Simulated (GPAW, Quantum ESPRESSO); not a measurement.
# Ta2N (P-3m1): the N K absorption edge, part 3 of 5

Aim: the N K edge of Ta2N (P-3m1) by two routes, a Lanczos recursion (XSpectra) and a sum over empty bands (GPAW), to see which features are robust.

Quantum ESPRESSO 7.5 and GPAW 26.7.0; core-hole supercells, plane-wave PAW LDA.

So far. Step 2 (The field without a hole (Quantum ESPRESSO)): The mesh shows no gap, so the system is treated as a metal and the core electron is put at the Fermi level (neutral cell). Step 3 (Spectrum without a core hole, N atom 3 (Quantum …): Main maxima below 24 eV (height): 1.7 eV (1.62), 3.1 eV (1.44), 5.8 eV (1.64), 10.3 eV (1.30), 13.2 eV (0.99) and 15.9 eV (0.69).

### Step 8. Spectrum with XCH, N atom 3 (Quantum ESPRESSO)

Level of this step: X-ray absorption near-edge structure, plane-wave PAW LDA, one-electron final states by a Lanczos continued fraction (Quantum ESPRESSO).

The Lanczos recursion gives the spectrum without computing empty bands; each polarisation needs a run of its own on the full k mesh. xe0 is set between filled and empty states, and states below it are cut, here at the Fermi level, which holds the excited electron. The file of filecore holds the core orbital, taken from the hole-free data set.

File xspectra.in:

```
&input_xspectra
   calculation='xanes_dipole', edge='K'
   prefix='x', outdir='tmp', xiabs=2, xe0=19.1632
   xonly_plot=.false., x_save_file='xanes.sav'
   xniter=3000, xcheck_conv=20, xerror=0.005
   xcoordcrys=.false., xepsilon(1)=1, xepsilon(2)=0, xepsilon(3)=0
/
&plot
   xnepoint=413, xemin=-10, xemax=45, terminator=.true., cut_occ_states=.true.
   xgamma=0.4
/
&pseudos
   filecore='../N.wfc'
/
&cut_occ
   cut_desmooth=0.1, cut_stepl=0.05, cut_stepu=0.05, cut_ierror=1e-5
/
5 5 5 0 0 0
```

xspectra_1.in, as its differences from xspectra.in of step 8:

```diff
@@ -5,3 +5,3 @@
    xniter=3000, xcheck_conv=20, xerror=0.005
-   xcoordcrys=.false., xepsilon(1)=1, xepsilon(2)=0, xepsilon(3)=0
+   xcoordcrys=.false., xepsilon(1)=0, xepsilon(2)=1, xepsilon(3)=0
 /
```

xspectra_2.in, as its differences from xspectra_1.in of step 8:

```diff
@@ -5,3 +5,3 @@
    xniter=3000, xcheck_conv=20, xerror=0.005
-   xcoordcrys=.false., xepsilon(1)=0, xepsilon(2)=1, xepsilon(3)=0
+   xcoordcrys=.false., xepsilon(1)=0, xepsilon(2)=0, xepsilon(3)=1
 /
```

Run with:

```
$ OMP_NUM_THREADS=1 mpirun --oversubscribe --bind-to none -np 4 xspectra.x -nk 4 -in xspectra.in > xspectra.out
```

Numbers of over 12 decimals in the logs are rounded to 6 here.

The program printed:

```text
     [... banner and references ...]
Reading input_file

     calculation: xanes_dipole

     xepsilon  [cartesian coordinates]:   1.000000   0.000000   0.000000

     xonly_plot: FALSE
        => complete calculation: Lanczos + spectrum plot

     filecore (core-wavefunction file): ../N.wfc

     main plot parameters:
        cut_occ_states: TRUE
        gamma_mode:  constant
        -> using xgamma [eV]:  0.40
        xemin [eV]: -10.00
        xemax [eV]:  45.00
        xnepoint:  413
        xe0 [eV]:  19.163200 (energy zero read in input file)

     WARNING: variable ef_r is obsolete

                      Reading SCF save directory: x.save

     tmp/x.save/

     Exchange-correlation= PZ
                           (   1   1   0   0   0   0   0)

     G-vector sticks info

                           Getting the Fermi energy

     From SCF save directory:
        ehomo [eV]:   19.4997 (highest occupied level)
        elumo [eV]:   19.5287 (lowest occupied level)
        ef    [eV]:   19.4997

     -> ef (in eV) will be written in x_save_file

                           Energy zero of the spectrum

     -> ef will NOT be used as energy zero of the spectrum
       (because xe0 read in input file)

     G-vector sticks info

     bravais-lattice index     =            0
     lattice parameter (alat)  =      13.7295  a.u.
     unit-cell volume          =    2206.2341 (a.u.)^3
     number of atoms/cell      =           24
     number of atomic types    =            3
     number of electrons       =       249.00
     number of Kohn-Sham states=          154
     kinetic-energy cutoff     =      46.0000  Ry
     charge density cutoff     =     370.0000  Ry
     Exchange-correlation= PZ
                           (   1   1   0   0   0   0   0)

     celldm(1)=  13.729491  celldm(2)=   0.000000  celldm(3)=   0.000000
     celldm(4)=   0.000000  celldm(5)=   0.000000  celldm(6)=   0.000000

     crystal axes: (cart. coord. in units of alat)
               a(1) = (  -0.642681   0.371052   0.670285 )
               a(2) = (   0.642681  -0.371052   0.670285 )
               a(3) = (   0.428454   0.742104   0.670285 )

     reciprocal axes: (cart. coord. in units 2 pi/alat)
               b(1) = ( -0.875240 -0.168440  0.745952 )
               b(2) = (  0.291747 -0.842200  0.745952 )
               b(3) = (  0.583493  1.010640  0.000000 )

     PseudoPot. #1 for Ta:     Pseudo is Projector augmented-wave + core cor, Zval = 13.0

     ../pp/N.lda-n-kjpaw-1sch.UPF
     Pseudo is Projector augmented-wave + core cor, Zval =  6.0
     Shape of augmentation charge: PSQ
     Using radial grid of 1085 points,  4 beta functions with:
                l(1) =   0
                l(2) =   0
                l(3) =   1
                l(4) =   1
     Q(r) pseudized with 0 coefficients

     ../pp/N.lda-n-kjpaw.UPF
     Pseudo is Projector augmented-wave + core cor, Zval =  5.0
     Shape of augmentation charge: PSQ
     Using radial grid of 1085 points,  4 beta functions with:
                l(1) =   0
                l(2) =   0
                l(3) =   1
                l(4) =   1
     Q(r) pseudized with 0 coefficients

     atomic species   valence    mass     pseudopotential
     Ta               13.00     1.00000     Ta( 1.00)
     N0                6.00     1.00000     N ( 1.00)
     N                 5.00     1.00000     N ( 1.00)

      4 Sym. Ops., with inversion, found

   Cartesian axes

     site n.     atom                  positions (alat units)
         1        Ta     tau(   1) = (   0.6426811  -0.1236840   0.8410134  )
         2        Ta     tau(   2) = (   0.0000000   0.2473681   0.8410134  )
         3        Ta     tau(   3) = (  -0.2142270   0.6184201   0.8410134  )
         4        Ta     tau(   4) = (   0.4284540   0.2473681   0.8410134  )
         5        Ta     tau(   5) = (   0.2142270   0.6184201   0.8410134  )
[...]
14        Ta     tau(  14) = (  -0.2142270   0.8657882   1.1698403  )
[...]
23        N      tau(  23) = (   0.0000000   0.7421042   1.3405691  )
        24        N      tau(  24) = (   0.6426811   0.3710521   1.3405691  )

     number of k points=   125  Marzari-Vanderbilt smearing, width (Ry)=  0.0150

     Number of k-points >= 100: set verbosity='high' to print them.

     Dense  grid:   265155 G-vectors     FFT dimensions: (  90,  90,  96)

     Smooth grid:    93023 G-vectors     FFT dimensions: (  60,  60,  72)

     The potential is recalculated from file :
     tmp/x.save/charge-density

     Starting wfcs are  192 atomic wfcs
     Checking if some PAW data can be deallocated...

               Reading core wavefunction file for the absorbing atom

     ../N.wfc successfully read

                              Attributing the PAW radii
                     for the absorbing atom [units: Bohr radius]

        PAW proj 1: r_paw(l= 0)= 1.95  (1.5*r_cut)
        PAW proj 2: r_paw(l= 0)= 1.95  (1.5*r_cut)
        PAW proj 3: r_paw(l= 1)= 2.03  (1.5*r_cut)
        PAW proj 4: r_paw(l= 1)= 2.03  (1.5*r_cut)

        NB: The calculation will not necessary use all these r_paw values.
            - For a edge in the electric-dipole approximation,
              only the r_paw(l=1) values are used.
            - For a K edge in the electric-quadrupole approximation,
              only the r_paw(l=2) values are used.

            - For a L2 or L3 edge in the electric-quadrupole approximation,

              all projectors (s, p and d) are used.

     init_gipaw_1: projectors nearly linearly dependent:
     ntyp =  1, l/n1/n2 =  1 2 1  0.99580363
     init_gipaw_1: projectors nearly linearly dependent:
     ntyp =  1, l/n1/n2 =  2 2 1  0.99539030

                          Starting XANES calculation
                     in the electric dipole approximation

     Method of calculation based on the Lanczos recursion algorithm
        - STEP 1: Construction of a kpoint-dependent Lanczos basis,
          in which the Hamiltonian is tridiagonal (each 'iter'
          corresponds to the calculation of one more Lanczos vector)
        - STEP 2: Calculation of the cross-section as a continued fraction
          averaged over the k-points.

     ... Begin STEP 1 ...

        Radial transition matrix element(s) used in the calculation of the
        initial vector of the Lanczos basis (|tilde{phi}_abs> normalized)
        | For PAW proj. (l=1) #1: radial matrix element =   0.185967535
        | For PAW proj. (l=1) #2: radial matrix element =   0.225510362

NB: the    32 k-point are not all listed below because npool=  4
        |-------------------------------------------------------------
        ! k-point #     1:  ( 0.0000,  0.0000,  0.0000),  0.0160,   1
        |-------------------------------------------------------------
 okvan= T
        |   Norm of the initial Lanczos vector: 0.14955476E+00
        |   Estimated error at iter     20:   1.00758514
        |   Estimated error at iter     40:   0.56291616
        |   Estimated error at iter     60:   0.18153814
        |   Estimated error at iter     80:   0.23648483
        |   Estimated error at iter    100:   0.09643093
[...]
!   => CONVERGED at iter    480 with error=  0.00495444
        |-------------------------------------------------------------
        ! k-point #     2:  ( 0.1167,  0.2021,  0.0000),  0.0160,   1
        |-------------------------------------------------------------
 okvan= T
        |   Norm of the initial Lanczos vector: 0.14955475E+00
[...]
!   => CONVERGED at iter    420 with error=  0.00317565
        |-------------------------------------------------------------
     [... 29 further k-points ...]
        ! k-point #    32:  ( 0.0000, -0.0000,  0.2984),  0.0160,   1
        |-------------------------------------------------------------
 okvan= T
        |   Norm of the initial Lanczos vector: 0.14955473E+00
[...]
|   Estimated error at iter    460:   0.00528729
        |   Estimated error at iter    480:   0.00580810
        |   Estimated error at iter    500:   0.00872098
        !   => CONVERGED at iter    520 with error=  0.00407535

     Results of STEP 1 successfully written in x_save_file
     x_save_file name:
     ->  xanes.sav
     x_save_file version:  2

     ... End STEP 1 ...

     ... Begin STEP 2 ...

     The spectrum is calculated using the following parameters:
        xe0 [eV]:   19.1632
        the occupied states are elimintate from the spectrum
        xemin [eV]: -10.00
        xemax [eV]:  45.00
        xnepoint:  413
        constant broadening parameter [eV]:    0.400
        Core level energy [eV]:  -409.9
         (from electron binding energy of neutral atoms in X-ray data booklet)

     Cross-section successfully written in xanes.dat

     ... End STEP 2 ...

                                END JOB XSpectra
```

Wall time 22 min (4 MPI ranks of Arm Neoverse V1, shared host); peak memory 0.33 GiB.

The N K spectrum, N atom 3, excited-electron core hole (neutral cell) (energy from the energy zero of the input (xe0, at the border of filled and empty states); intensity scaled to a mean of 1 over the first 20 eV; the points at xe0, where the cut of filled states can leave a spike, are interpolated; polarised curves are means over the symmetry-equivalent atoms):

```
E (eV)  isotropic  ε ⊥ c  ε ∥ c
  -2.0       0.11   0.11   0.10
  -1.5       0.15   0.15   0.14
  -1.0       0.23   0.23   0.21
  -0.5       0.41   0.43   0.37
   0.0       1.07   1.14   0.94
   0.5       1.82   1.93   1.62
   1.0       2.14   2.16   2.09
   1.5       2.09   2.01   2.24
   2.0       1.70   1.61   1.89
   2.5       1.48   1.38   1.66
   3.0       1.52   1.46   1.63
   3.5       1.40   1.31   1.57
   4.0       1.34   1.29   1.43
   4.5       1.53   1.60   1.39
   5.0       1.70   1.91   1.29
   5.5       1.58   1.81   1.12
   6.0       1.27   1.42   0.96
   6.5       1.04   1.12   0.89
   7.0       0.95   0.90   1.05
   7.5       1.02   0.86   1.33
   8.0       0.89   0.76   1.15
   8.5       0.91   0.85   1.03
   9.0       1.06   1.04   1.11
   9.5       1.10   1.08   1.14
  10.0       1.08   1.08   1.09
  10.5       0.91   0.91   0.90
  11.0       0.74   0.75   0.72
  11.5       0.63   0.67   0.53
  12.0       0.62   0.71   0.43
  12.5       0.75   0.90   0.44
  13.0       0.87   1.04   0.54
  13.5       0.79   0.87   0.61
  14.0       0.66   0.66   0.68
  14.5       0.60   0.54   0.74
  15.0       0.57   0.50   0.70
  15.5       0.57   0.51   0.67
  16.0       0.58   0.55   0.65
  16.5       0.58   0.53   0.69
  17.0       0.58   0.49   0.74
  17.5       0.48   0.44   0.56
  18.0       0.42   0.40   0.46
  18.5       0.39   0.37   0.41
  19.0       0.38   0.36   0.42
  19.5       0.41   0.39   0.45
  20.0       0.49   0.47   0.53
  20.5       0.55   0.47   0.71
  21.0       0.54   0.44   0.76
  21.5       0.55   0.45   0.76
  22.0       0.57   0.49   0.75
  22.5       0.58   0.53   0.70
  23.0       0.64   0.60   0.73
  23.5       0.72   0.66   0.82
  24.0       0.68   0.63   0.77
  24.5       0.60   0.59   0.60
  25.0       0.58   0.60   0.55
  25.5       0.63   0.67   0.56
  26.0       0.68   0.77   0.50
  26.5       0.69   0.82   0.42
  27.0       0.66   0.79   0.40
  27.5       0.63   0.76   0.36
  28.0       0.65   0.80   0.33
  28.5       0.67   0.84   0.33
  29.0       0.72   0.88   0.40
  29.5       0.76   0.89   0.50
  30.0       0.72   0.79   0.58
  30.5       0.63   0.64   0.62
  31.0       0.56   0.53   0.63
  31.5       0.55   0.50   0.65
  32.0       0.55   0.48   0.70
```

Main maxima below 24 eV (height): 1.2 eV (2.16), 2.9 eV (1.52), 5.0 eV (1.70), 7.5 eV (1.02), 9.8 eV (1.11) and 13.1 eV (0.87). 

The total-energy difference is 402.31 eV. One term is added: -7.76 eV, since the hole is spin-paired here and a spin-polarised one costs that much less in the free atom (computed apart). The photon energy is then 394.55 eV. The functional leaves an error in such absolute values: in the free atom LDA prices this hole 3.5 eV below PBE (computed apart), and PBE is itself good to a few eV.

### Step 9. Another broadening

The final state's lifetime shortens with energy, so measured features broaden above the edge; the saved Lanczos coefficients are redrawn with a width that grows.

File xspectra_plot.in:

```
&input_xspectra
   calculation='xanes_dipole', edge='K'
   prefix='x', outdir='tmp', xiabs=2, xe0=19.1632
   xonly_plot=.true., x_save_file='xanes.sav'
   xniter=3000, xcheck_conv=20, xerror=0.005
   xcoordcrys=.false., xepsilon(1)=1, xepsilon(2)=0, xepsilon(3)=0
/
&plot
   xnepoint=413, xemin=-10, xemax=45, terminator=.true., cut_occ_states=.true.
   gamma_mode='variable', gamma_energy(1)=4, gamma_energy(2)=25, gamma_value(1)=0.3, gamma_value(2)=2.5
/
&pseudos
   filecore='../N.wfc'
/
&cut_occ
   cut_desmooth=0.1, cut_stepl=0.05, cut_stepu=0.05, cut_ierror=1e-5
/
5 5 5 0 0 0
```

Run with:

```
$ OMP_NUM_THREADS=1 xspectra.x -in xspectra_plot.in > xspectra_plot.out
```

The program printed:

```text
     [... banner and references ...]
Reading input_file
     -------------------------------------------------------------------------

     calculation: xanes_dipole

     xonly_plot: TRUE
        => only the spectrum plot

     main plot parameters:
        cut_occ_states: TRUE
        gamma_mode:  variable
        -> first, constant up to point ( 4.00, 0.30) [eV]
        -> then, linear up to point (25.00, 2.50) [eV]
        -> finally, constant up to xemax
        xemin [eV]: -10.00
        xemax [eV]:  45.00
        xnepoint:  413
[...]
xemin [eV]: -10.00
        xemax [eV]:  45.00
        xnepoint:  413
        energy-dependent broadening parameter:
         -> first, constant up to point ( 4.00, 0.30) [eV]
         -> then, linear up to point (25.00, 2.50) [eV]
         -> finally, constant up to xemax
        Core level energy [eV]:  -409.9
         (from electron binding energy of neutral atoms in X-ray data booklet)

     Cross-section successfully written in xanes.dat

     -------------------------------------------------------------------------
                                END JOB XSpectra
     -------------------------------------------------------------------------
[key lines of the parts left out:]
Fermi level [eV]:  19.4997
```

Run time: 6.4 s. Hardware: 1 MPI rank; peak memory 0.04 GiB.

With a Lorentzian half width 0.3 eV up to 4 eV, rising linearly to 2.5 eV at 25 eV, the maxima are 1.2 eV (2.25), 3.1 eV (1.53), 5.0 eV (1.67) and 9.4 eV (0.99).

### Step 10. Ground state of the crystal (GPAW)

The second program starts from its own ground state, on the same cell and functional.

File scf.py:

```python
import numpy as np
from ase import Atoms
from ase.parallel import parprint, paropen
from gpaw import GPAW, PW, FermiDirac, Mixer, MixerDif, setup_paths
from gpaw.test import gen
setup_paths.insert(0, '.')
gen('N', name='nch1s', xcname='LDA', corehole=(1, 0, 0), write_xml=True)
from gpaw.mpi import world
world.barrier()

atoms = Atoms('Ta2N',
    cell=[[3.11286151, 0, 0],
     [-1.55643075, 2.69581714, 0],
     [0, 0, 4.869841]],
    scaled_positions=[[0.33333333, 0.66666667, 0.254711],
     [0.66666667, 0.33333333, 0.745289],
     [0, 0, 0]],
    pbc=True)
atoms.calc = calc = GPAW(legacy_gpaw=True, mode=PW(500, force_complex_dtype=True), xc='LDA', setups={2: 'nch1s'},
    kpts={'size': (9, 9, 5), 'gamma': True}, occupations=FermiDirac(0.05),
    charge=0, mixer=Mixer(0.1, 5, 50), maxiter=150,
    convergence={'density': 0.0001, 'eigenstates': 1e-6}, txt='scf.txt')
energy = atoms.get_potential_energy() + calc.get_reference_energy()
ef = calc.get_fermi_level()
out = dict(energy=energy, fermi=ef, forces=atoms.get_forces().tolist())
parprint(f'all-electron energy {energy:.4f} eV, Fermi level {ef:.4f} eV')
ev = np.array([[calc.get_eigenvalues(k, s) for k in range(len(calc.get_ibz_k_points()))] for s in range(calc.get_number_of_spins())])
out['homo'], out['lumo'], out['counts'] = ev[ev < ef].max(), ev[ev > ef].min(), sorted(set((ev < ef).sum((0, 2)).tolist()))
out['filled'] = (ev[:, 0] < ef).sum(1).tolist()
import json
with paropen('out.json', 'w') as f:
    json.dump(out, f)
```

Run with:

```
$ OMP_NUM_THREADS=1 mpirun -n 4 gpaw python scf.py
```

The program printed:

```text
Input parameters:
  convergence: {density: 0.0001,
                eigenstates: 1e-06}
  kpts: {gamma: True,
         size: (9, 9, 5)}
  maxiter: 150
  mixer: {backend: pulay,
          beta: 0.1,
          method: separate,
          nmaxold: 5,
          weight: 50}
  mode: {ecut: 500.0,
         force_complex_dtype: True,
         name: pw}
  occupations: {fixmagmom: False,
                name: fermi-dirac,
[...]
2s(2) :    -0.676924     1.071713
*s    :     0.323076
2p(3) :    -0.265967     0.952074
*p    :     0.734033
*d    :     0.000000
--------------------------------

Diagonalizing with gridspacing h=0.050

state   all-electron     PAW
-------------------------------
2s:      -0.676924    -0.677975
2p:      -0.265967    -0.268121
*d:                    0.048644
*f:                    0.076426
-------------------------------
all-electron energy -849348.8016 eV, Fermi level 13.0189 eV
[key lines of the parts left out:]
Converged after 14 iterations.
Dipole moment: (-0.000000, -0.000000, -0.000000) |e|*Ang
Free energy:    -33.294947
Fermi level: 13.01887
```

Run time: 35 s. Hardware: 4 MPI ranks; peak memory 0.21 GiB; 2.3 min of CPU time.

The mesh shows no gap, so the system is treated as a metal and the core electron is put at the Fermi level (neutral cell).

[end of part 3 of 5]

[Banner, clock and machine lines of the logs are left out without a mark of their own.]

[Logs are printed without paths, hosts, clocks, repeated set-up lines and the standing remarks that a program may print on its own settings, such as how far it seeks lower states.]

[Hosts, paths, dates, database ids (printed as entryN), source tags and the programs' standing remarks are cut or masked in the printed files.]

[Lists of maxima count a maximum above −3 eV only where it reaches 4 % of the highest in the window and stands out from its surroundings by 2 % of it (1.5 % where it reaches 55 %); shoulders and weaker maxima are passed over, and of the rest the first, up to two pre-edge ones and the few strongest are named.]
